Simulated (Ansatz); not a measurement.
# Na on Au(111): change of the work function, part 2 of 3

How does Na on the fcc site change the work function of Au(111) as the layer fills?

Ansatz 0.2.0; plane-wave DFT, PBE, Ansatz PAW.

So far, work function, upper face (eV): step 2 (the clean slab) 5.16.

### 3. Adsorbate added, k-mesh 4×4×1, coverage 0.111 ML

System of this step: Na/Au(111). The cell holds 37 atoms: 36 Au and 1 Na. Its edges and angles: a = 8.655 Å, b = 8.655 Å, c = 27.919 Å, α = 90.0°, β = 90.0°, γ = 60.0°. Vacuum lies along c.

The clean slab as it ended is repeated in the plane and the adsorbate is set on one face; the cell's size fixes the coverage, and the k-mesh shrinks with it to keep the sampling density about even. Adsorbate and upper layers relax, since the dipole depends on the height.

File input.yaml:

```yaml
crystal:
  lattice:
    - [8.6549870016, 0.0, 0.0]
    - [4.3274935008, 7.4954386128, 0.0]
    - [0.0, 0.0, 27.9191472086]
  atoms:
    - { symbol: Au, position: [0.0, 0.0, 0.3223594164] }
    - { symbol: Au, position: [0.1111111111, 0.1111111111, 0.4067312305] }
    - { symbol: Au, position: [0.2222222222, 0.2222222222, 0.4940191977] }
    - { symbol: Au, position: [0.0, 0.0, 0.5835453837] }
    - { symbol: Au, position: [0.0, 0.3333333333, 0.3223594164] }
    - { symbol: Au, position: [0.1111111111, 0.4444444444, 0.4067312305] }
    - { symbol: Au, position: [0.2222222222, 0.5555555556, 0.4940191977] }
    - { symbol: Au, position: [0.0, 0.3333333333, 0.5835453837] }
    - { symbol: Au, position: [0.0, 0.6666666667, 0.3223594164] }
    - { symbol: Au, position: [0.1111111111, 0.7777777778, 0.4067312305] }
    - { symbol: Au, position: [0.2222222222, 0.8888888889, 0.4940191977] }
    - { symbol: Au, position: [0.0, 0.6666666667, 0.5835453837] }
    - { symbol: Au, position: [0.3333333333, 0.0, 0.3223594164] }
    - { symbol: Au, position: [0.4444444444, 0.1111111111, 0.4067312305] }
    - { symbol: Au, position: [0.5555555556, 0.2222222222, 0.4940191977] }
    - { symbol: Au, position: [0.3333333333, 0.0, 0.5835453837] }
    - { symbol: Au, position: [0.3333333333, 0.3333333333, 0.3223594164] }
    - { symbol: Au, position: [0.4444444444, 0.4444444444, 0.4067312305] }
    - { symbol: Au, position: [0.5555555556, 0.5555555556, 0.4940191977] }
    - { symbol: Au, position: [0.3333333333, 0.3333333333, 0.5835453837] }
    - { symbol: Au, position: [0.3333333333, 0.6666666667, 0.3223594164] }
    - { symbol: Au, position: [0.4444444444, 0.7777777778, 0.4067312305] }
    - { symbol: Au, position: [0.5555555556, 0.8888888889, 0.4940191977] }
    - { symbol: Au, position: [0.3333333333, 0.6666666667, 0.5835453837] }
    - { symbol: Au, position: [0.6666666667, 0.0, 0.3223594164] }
    - { symbol: Au, position: [0.7777777778, 0.1111111111, 0.4067312305] }
    - { symbol: Au, position: [0.8888888889, 0.2222222222, 0.4940191977] }
    - { symbol: Au, position: [0.6666666667, 0.0, 0.5835453837] }
    - { symbol: Au, position: [0.6666666667, 0.3333333333, 0.3223594164] }
    - { symbol: Au, position: [0.7777777778, 0.4444444444, 0.4067312305] }
    - { symbol: Au, position: [0.8888888889, 0.5555555556, 0.4940191977] }
    - { symbol: Au, position: [0.6666666667, 0.3333333333, 0.5835453837] }
    - { symbol: Au, position: [0.6666666667, 0.6666666667, 0.3223594164] }
    - { symbol: Au, position: [0.7777777778, 0.7777777778, 0.4067312305] }
    - { symbol: Au, position: [0.8888888889, 0.8888888889, 0.4940191977] }
    - { symbol: Au, position: [0.6666666667, 0.6666666667, 0.5835453837] }
    - { symbol: Na, position: [0.1111111111, 0.1111111111, 0.6776405836] }
kpoints:
  mp_grid: { grid: [4, 4, 1] }
hamiltonian:
  xc: pbe
scf:
  occupations: { method: fermi_dirac, width: 0.1 }
  convergence: { dr2_threshold: 1.0e-08 }
efield:
  axis: 3
  dipole_correction: true
  ramp_position: 0.97
  ramp_width: 0.06
relax:
  f_tol: 0.02
  max_steps: 60
  constraints:
    - { sites: [0, 1, 4, 5, 8, 9, 12, 13, 16, 17, 20, 21, 24, 25, 28, 29, 32, 33] }
output:
  write_potential: true
  write_density: true
  volumetric_format: npy
```

Started as:

```
ansatz run input.yaml --threads 4 --pin off --max-ram 16384MiB --backend cpu --events-out ev --progress --plain --runs-dir out
```

Numbers of over 12 decimals in the logs are rounded to 6 here.

The program printed:

```text
[...]
Crystal: 37 atoms, lattice volume = 1811.197 Å³
Basis set: ecut = 420 eV, 35427 PW (Γ), exchange–correlation on 120×120×384 points (8 copies of the dense FFT grid, shifted against one another)
Bands: 416, of which v1, the nominal top of the filled ones, is band 347 counted from 1 (346 counted from 0)
Symmetry: 6 space group operations
[...]
k-points: 4 of 16 (time reversal used)
[...]
SCF iter   1: F=—  HF=-474857.559556 eV  |F-HF|=—  |Δ(HF+E_count)|=         —  Δρ=2.52e-3  dr2=1.84e0  ethr=1.77e-3  p=0.753 e·Å  D=7.52e-2 V/Å  ΔV_dip=-2.10 eV  dr2_dipole=1.20e-1  V_vac-E_F(+/−)=2.52/4.62 eV  ⟨swp⟩=6.8  Hψ=6398  notcnv=0  defer=150
[...]
SCF iter  10: F=-474857.515599 eV  HF=-474857.515599 eV  |F-HF|=2.22e-8  |Δ(HF+E_count)|=   1.29e-7  Δρ=3.50e-7  dr2=3.35e-9  ethr=1.44e-12  p=0.900 e·Å  D=8.99e-2 V/Å  ΔV_dip=-2.51 eV  dr2_dipole=4.20e-10  V_vac-E_F(+/−)=2.58/5.09 eV  ⟨swp⟩=9.8  Hψ=10658  notcnv=0
SCF 1 converged in 10 iterations: F = -474857.515599 eV  dr2 = 3.35e-9
[...]
relax step   1: F+E_penalty+E_count = -474857.51559913 eV  Δ(F+E_penalty+E_count) = +0.000e0 eV  max|allowed force component| = 5.615e-1 eV/Å  Δτ_max = 0.0000 Å  (10 SCF iters, accepted)
[...]
SCF iter   1: F=—  HF=-474857.575244 eV  |F-HF|=—  |Δ(HF+E_count)|=         —  Δρ=1.33e-3  dr2=4.86e-2  ethr=4.93e-6  p=0.900 e·Å  D=8.99e-2 V/Å  ΔV_dip=-2.51 eV  dr2_dipole=1.06e-2  V_vac-E_F(+/−)=2.60/5.11 eV  ⟨swp⟩=3.0  Hψ=6854  notcnv=0  defer=88
[...]
eigensolver tolerance schedule calibrated: the retry pair's looser diagonalisation under-reported the residual by θ = 0.30 (0.11/decade); ethr = c·dr2/N_el runs at the constant in force after the calibration composes with the one it found (an armed cap, an earlier calibration), c = 8.8e-2
[...]
SCF iter   2: F=—  HF=-474857.578846 eV  |F-HF|=—  |Δ(HF+E_count)|=   3.60e-3  Δρ=8.83e-4  dr2=4.64e-2  ethr=4.93e-6  p=0.861 e·Å  D=8.60e-2 V/Å  ΔV_dip=-2.40 eV  dr2_dipole=8.43e-3  V_vac-E_F(+/−)=2.70/5.10 eV  ⟨swp⟩=3.0  Hψ=3106  notcnv=0  defer=88
[...]
SCF iter   9: F=-474857.572713 eV  HF=-474857.572712 eV  |F-HF|=1.21e-8  |Δ(HF+E_count)|=   6.21e-8  Δρ=3.16e-7  dr2=5.38e-9  ethr=1.27e-12  p=0.835 e·Å  D=8.34e-2 V/Å  ΔV_dip=-2.33 eV  dr2_dipole=3.21e-11  V_vac-E_F(+/−)=2.77/5.10 eV  ⟨swp⟩=9.5  Hψ=10548  notcnv=0
SCF 2 converged in 9 iterations: F = -474857.572713 eV  dr2 = 5.38e-9
[...]
relax step   2: F+E_penalty+E_count = -474857.57271250 eV  Δ(F+E_penalty+E_count) = -5.711e-2 eV  max|allowed force component| = 3.489e-1 eV/Å  Δτ_max = 0.1010 Å  (9 SCF iters, accepted)
SCF iter   1: F=—  HF=-474857.584115 eV  |F-HF|=—  |Δ(HF+E_count)|=         —  Δρ=6.52e-4  dr2=1.42e-2  ethr=7.05e-5  p=0.835 e·Å  D=8.34e-2 V/Å  ΔV_dip=-2.33 eV  dr2_dipole=1.60e-3  V_vac-E_F(+/−)=2.77/5.10 eV  ⟨swp⟩=6.5  Hψ=4668  notcnv=0  defer=75
[...]
SCF iter   9: F=-474857.593433 eV  HF=-474857.593433 eV  |F-HF|=9.90e-9  |Δ(HF+E_count)|=   1.85e-8  Δρ=1.39e-7  dr2=7.12e-10  ethr=1.44e-12  p=0.751 e·Å  D=7.50e-2 V/Å  ΔV_dip=-2.09 eV  dr2_dipole=3.02e-11  V_vac-E_F(+/−)=3.01/5.10 eV  ⟨swp⟩=8.8  Hψ=9747  notcnv=0
SCF 3 converged in 9 iterations: F = -474857.593433 eV  dr2 = 7.12e-10
relax step   3: F+E_penalty+E_count = -474857.59343252 eV  Δ(F+E_penalty+E_count) = -2.072e-2 eV  max|allowed force component| = 1.505e-1 eV/Å  Δτ_max = 0.1789 Å  (9 SCF iters, accepted)
[...]
relax step   4: F+E_penalty+E_count = -474857.59763165 eV  Δ(F+E_penalty+E_count) = -4.199e-3 eV  max|allowed force component| = 2.205e-2 eV/Å  Δτ_max = 0.0531 Å  (7 SCF iters, accepted)
SCF iter   1: F=—  HF=-474857.596920 eV  |F-HF|=—  |Δ(HF+E_count)|=         —  Δρ=7.61e-5  dr2=9.81e-5  ethr=9.87e-8  p=0.779 e·Å  D=7.78e-2 V/Å  ΔV_dip=-2.17 eV  dr2_dipole=7.24e-7  V_vac-E_F(+/−)=2.93/5.10 eV  ⟨swp⟩=5.2  Hψ=5552  notcnv=0  defer=106
[...]
SCF iter   6: F=-474857.597756 eV  HF=-474857.597756 eV  |F-HF|=9.31e-9  |Δ(HF+E_count)|=   4.02e-8  Δρ=3.65e-7  dr2=5.53e-9  ethr=1.44e-12  p=0.776 e·Å  D=7.75e-2 V/Å  ΔV_dip=-2.16 eV  dr2_dipole=3.46e-10  V_vac-E_F(+/−)=2.93/5.10 eV  ⟨swp⟩=8.0  Hψ=11377  notcnv=0
SCF 5 converged in 6 iterations: F = -474857.597756 eV  dr2 = 5.53e-9
relax step   5: F+E_penalty+E_count = -474857.59775596 eV  Δ(F+E_penalty+E_count) = -1.243e-4 eV  max|allowed force component| = 1.694e-3 eV/Å  Δτ_max = 0.0036 Å  (6 SCF iters, accepted)
NSCF: frozen V_eff on 4 k-points
[...]
WARN: The output density's exchange-correlation potential varies sharply where the density is thin. Do not read a vacuum level from v_tot or v_xc, or from such a field of the output density. On a cell that repeats whose density bears no net charge and no dipole along the vacuum's axis use v_es (v_loc + v_h of the components); under efield.dipole_correction with no amplitude use v_es + v_field, which holds any externa [...]
SCF converged after 6 iterations
Free energy (F): -474857.597756 eV
[...]
Internal energy: -474856.964095 eV  (E = F + TS)
E sigma→0 (E₀):  -474857.280925 eV
Entropy (-TS):   -0.633661 eV (-17.126 meV/atom)
Fermi energy:    4.408504 eV
Dipole field:    D = 0.077510 V/Å  (p = 0.775819 e·Å, saw-weighted, corrected)
Work function:   Φ+ = 2.9345 eV   Φ− = 5.0985 eV
[...]
--- Forces (eV/Å), atoms counted from 1 ---
  atom   1  Au     0.00136238     0.00078657    -0.48072417
  atom   2  Au    -0.00000000     0.00000000     0.44277996
  atom   3  Au     0.00028370     0.00016379    -0.00163477
  atom   4  Au     0.00146716     0.00084707     0.00002019
  atom   5  Au     0.00000000    -0.00157314    -0.48072417
  atom   6  Au     0.01434114     0.01306771     0.47852012
  atom   7  Au    -0.00042276     0.00024408    -0.00046610
  atom   8  Au    -0.00000000    -0.00169413     0.00002019
  atom   9  Au    -0.00329395     0.00190176    -0.47974901
  atom  10  Au    -0.00414640    -0.01895365     0.47852012
  atom  11  Au    -0.00000000    -0.00032759    -0.00163477
  atom  12  Au     0.00006234    -0.00003599    -0.00028071
  atom  13  Au    -0.00136238     0.00078657    -0.48072417
  atom  14  Au     0.01848754     0.00588594     0.47852012
  atom  15  Au    -0.00000000    -0.00048817    -0.00046610
  atom  16  Au    -0.00146716     0.00084707     0.00002019
  atom  17  Au    -0.00170633    -0.00098515    -0.47231633
  atom  18  Au    -0.00000000     0.00000000     0.51786357
  atom  19  Au     0.00042276     0.00024408    -0.00046610
  atom  20  Au    -0.00005509    -0.00003180     0.00001313
  atom  21  Au     0.00000000     0.00197031    -0.47231633
  atom  22  Au     0.00414640    -0.01895365     0.47852012
  atom  23  Au     0.00126721    -0.00073162    -0.00169288
  atom  24  Au    -0.00000000     0.00006361     0.00001313
  atom  25  Au     0.00000000    -0.00380353    -0.47974901
  atom  26  Au    -0.01848754     0.00588594     0.47852012
  atom  27  Au    -0.00028370     0.00016379    -0.00163477
  atom  28  Au    -0.00000000     0.00007198    -0.00028071
  atom  29  Au     0.00170633    -0.00098515    -0.47231633
  atom  30  Au    -0.01434114     0.01306771     0.47852012
  atom  31  Au    -0.00000000     0.00146325    -0.00169288
  atom  32  Au     0.00005509    -0.00003180     0.00001313
  atom  33  Au     0.00329395     0.00190176    -0.47974901
  atom  34  Au    -0.00000000    -0.00000000     0.47859410
  atom  35  Au    -0.00126721    -0.00073162    -0.00169288
  atom  36  Au    -0.00006234    -0.00003599    -0.00028071
  atom  37  Na     0.00000000    -0.00000000     0.00010614
  max |Σ_I F_I| component: 2.75e-5 eV/Å
--- Band table (eV) ---
  k-point 0: bands = [... 343 lower, 2.8154, 3.4776, 3.4829, 3.4829, 3.5621, 3.5621, 3.5661, 4.2052, ... 65 higher]
  k-point 1: bands = [... 343 lower, 3.2985, 3.3218, 3.3629, 3.5041, 4.4090, 4.4264, 4.7025, 4.7589, ... 65 higher]
  k-point 2: bands = [... 343 lower, 4.3920, 4.3941, 4.3971, 4.3989, 4.9339, 4.9370, 4.9390, 4.9403, ... 65 higher]
  k-point 3: bands = [... 343 lower, 4.3957, 4.4032, 4.4144, 4.4170, 4.4718, 4.5412, 4.9381, 4.9610, ... 65 higher]
--- Relaxed structure (5 steps of the walk, 5 accepted, 0 SCFs on fresh bases) ---
  F+E_penalty+E_count = -474857.59775596 eV   max|allowed force component| = 1.694e-3 eV/Å
  atoms:
    - { symbol: Au, position: [1.111111328069972e-11, 1.1111113280699722e-11, 0.322359] }
    - { symbol: Au, position: [0.111111, 0.111111, 0.4067312305] }
    - { symbol: Au, position: [0.222389, 0.222389, 0.493893] }
    - { symbol: Au, position: [-0.00120411, -0.00120411, 0.583776] }
    - { symbol: Au, position: [1.1111084274872951e-11, 0.333333, 0.322359] }
    - { symbol: Au, position: [0.111111, 0.444444, 0.4067312305] }
    - { symbol: Au, position: [0.222560, 0.555387, 0.494669] }
    - { symbol: Au, position: [-0.00120411, 0.335742, 0.583776] }
    - { symbol: Au, position: [-2.2222224060897133e-11, 0.666667, 0.322359] }
    - { symbol: Au, position: [0.111111, 0.777778, 0.4067312305] }
    - { symbol: Au, position: [0.222389, 0.888556, 0.493893] }
    - { symbol: Au, position: [3.523714330300187e-5, 0.666649, 0.584809] }
    - { symbol: Au, position: [0.333333, 1.1111113280699722e-11, 0.322359] }
    - { symbol: Au, position: [0.444444, 0.111111, 0.4067312305] }
    - { symbol: Au, position: [0.555387, 0.222560, 0.494669] }
    - { symbol: Au, position: [0.335742, -0.00120411, 0.583776] }
    - { symbol: Au, position: [0.333333, 0.333333, 0.322359] }
    - { symbol: Au, position: [0.444444, 0.444444, 0.4067312305] }
    - { symbol: Au, position: [0.555387, 0.555387, 0.494669] }
    - { symbol: Au, position: [0.333334, 0.333334, 0.585531] }
    - { symbol: Au, position: [0.333333, 0.666667, 0.322359] }
    - { symbol: Au, position: [0.444444, 0.777778, 0.4067312305] }
    - { symbol: Au, position: [0.555646, 0.888844, 0.494064] }
    - { symbol: Au, position: [0.333334, 0.666666, 0.585531] }
    - { symbol: Au, position: [0.666667, -2.2222204306928902e-11, 0.322359] }
    - { symbol: Au, position: [0.777778, 0.111111, 0.4067312305] }
    - { symbol: Au, position: [0.888556, 0.222389, 0.493893] }
    - { symbol: Au, position: [0.666649, 3.523714330313818e-5, 0.584809] }
    - { symbol: Au, position: [0.666667, 0.333333, 0.322359] }
    - { symbol: Au, position: [0.777778, 0.444444, 0.4067312305] }
    - { symbol: Au, position: [0.888844, 0.555646, 0.494064] }
    - { symbol: Au, position: [0.666666, 0.333334, 0.585531] }
    - { symbol: Au, position: [0.666667, 0.666667, 0.322359] }
    - { symbol: Au, position: [0.777778, 0.777778, 0.4067312305] }
    - { symbol: Au, position: [0.888844, 0.888844, 0.494064] }
    - { symbol: Au, position: [0.666649, 0.666649, 0.584809] }
    - { symbol: Na, position: [0.111111, 0.111111, 0.669389] }
```

Elapsed: 15 min, on 4 threads of Arm Neoverse V1, shared host; peak memory 12 GiB.

Relaxation path:

```tsv
step	energy less that of the first step (eV)	largest force component (eV/Å)
1	0.0000	0.5615
2	-0.0571	0.3489
3	-0.0778	0.1505
4	-0.0820	0.0221
5	-0.0822	0.0017
```

Forces are held to the 6 operations that the run works with; a distortion that breaks them can't arise in this run.

The atoms that moved most (Å):

```tsv
atom	dx	dy	dz	length
Na37	0.000	0.000	-0.230	0.230
Au24	0.000	0.000	0.055	0.055
Au20	0.000	0.000	0.055	0.055
Au32	0.000	0.000	0.055	0.055
Au36	0.000	0.000	0.035	0.035
Au28	0.000	0.000	0.035	0.035
Au12	0.000	0.000	0.035	0.035
Au16	0.016	-0.009	0.006	0.019
```

Final coordinates:

```cif
data_structure
_symmetry_space_group_name_H-M 'P 1'
_symmetry_Int_Tables_number 1
_cell_length_a 8.6550
_cell_length_b 8.6550
_cell_length_c 27.9191
_cell_angle_alpha 90.000
_cell_angle_beta 90.000
_cell_angle_gamma 60.000
_cell_volume 1811.20
loop_
_atom_site_label
_atom_site_type_symbol
_atom_site_fract_x
_atom_site_fract_y
_atom_site_fract_z
_atom_site_occupancy
Au1 Au 0.00000 0.00000 0.32236 1
Au2 Au 0.11111 0.11111 0.40673 1
Au3 Au 0.22239 0.22239 0.49389 1
Au4 Au 0.99880 0.99880 0.58378 1
Au5 Au 0.00000 0.33333 0.32236 1
Au6 Au 0.11111 0.44444 0.40673 1
Au7 Au 0.22256 0.55539 0.49467 1
Au8 Au 0.99880 0.33574 0.58378 1
Au9 Au 0.00000 0.66667 0.32236 1
Au10 Au 0.11111 0.77778 0.40673 1
Au11 Au 0.22239 0.88856 0.49389 1
Au12 Au 0.00004 0.66665 0.58481 1
Au13 Au 0.33333 0.00000 0.32236 1
Au14 Au 0.44444 0.11111 0.40673 1
Au15 Au 0.55539 0.22256 0.49467 1
Au16 Au 0.33574 0.99880 0.58378 1
Au17 Au 0.33333 0.33333 0.32236 1
Au18 Au 0.44444 0.44444 0.40673 1
Au19 Au 0.55539 0.55539 0.49467 1
Au20 Au 0.33333 0.33333 0.58553 1
Au21 Au 0.33333 0.66667 0.32236 1
Au22 Au 0.44444 0.77778 0.40673 1
Au23 Au 0.55565 0.88884 0.49406 1
Au24 Au 0.33333 0.66667 0.58553 1
Au25 Au 0.66667 0.00000 0.32236 1
Au26 Au 0.77778 0.11111 0.40673 1
Au27 Au 0.88856 0.22239 0.49389 1
Au28 Au 0.66665 0.00004 0.58481 1
Au29 Au 0.66667 0.33333 0.32236 1
Au30 Au 0.77778 0.44444 0.40673 1
Au31 Au 0.88884 0.55565 0.49406 1
Au32 Au 0.66667 0.33333 0.58553 1
Au33 Au 0.66667 0.66667 0.32236 1
Au34 Au 0.77778 0.77778 0.40673 1
Au35 Au 0.88884 0.88884 0.49406 1
Au36 Au 0.66665 0.66665 0.58481 1
Na37 Na 0.11111 0.11111 0.66939 1
```

This step gave:

```yaml
energy_at_zero_smearing: -474857.2809 eV
work_function_upper_face: 2.935 eV
work_function_lower_face: 5.099 eV
dipole_along_the_normal: 0.7758 e·Å
step_between_the_vacuum_levels: -2.164 eV
```

Running mean over 2.356 Å of the planar mean; the ramp of the sawtooth is left out. The electron's electrostatic potential energy less the Fermi level by z:

z (Å), electron's electrostatic potential energy less the Fermi level (eV) and a bar from the least value:
```
        4       5.10 ##############################
        5       5.09 ##############################
        6       5.04 ##############################
        7       4.04 ############################
        8      -3.46 ###########
        9      -8.29 #
       10      -8.64 
       11      -8.72 
       12      -8.23 #
       13      -8.07 #
       14      -8.43 #
       15      -7.07 ####
       16      -8.10 #
       17      -6.26 #####
       18       1.12 #####################
       19       2.77 #########################
       20       2.80 #########################
       21       2.93 #########################
       22       2.93 #########################
       23       2.93 #########################
       24       2.93 #########################
```

The relaxation took 5 steps and lowered the energy by 0.082 eV; the largest force on the free atoms ends at 0.0017 eV/Å.

The covered face has 2.93 eV, -2.23 eV against the clean one; the bare back face has moved by +0.01 eV, a measure of how thin the slab is.

(Continued in part 3 of 3.)

[Logs are printed without paths, hosts, clocks, repeated set-up lines and the standing remarks that a program may print on its own settings, such as how far it seeks lower states.]

[Hosts, paths, dates, database ids (printed as entryN), source tags and the programs' standing remarks are cut or masked in the printed files.]

[Maps of the electrostatic potential energy from Ansatz leave out the sawtooth potential of an applied field or a dipole correction, so their vacuum need not be flat; planar profiles and work functions include it.]
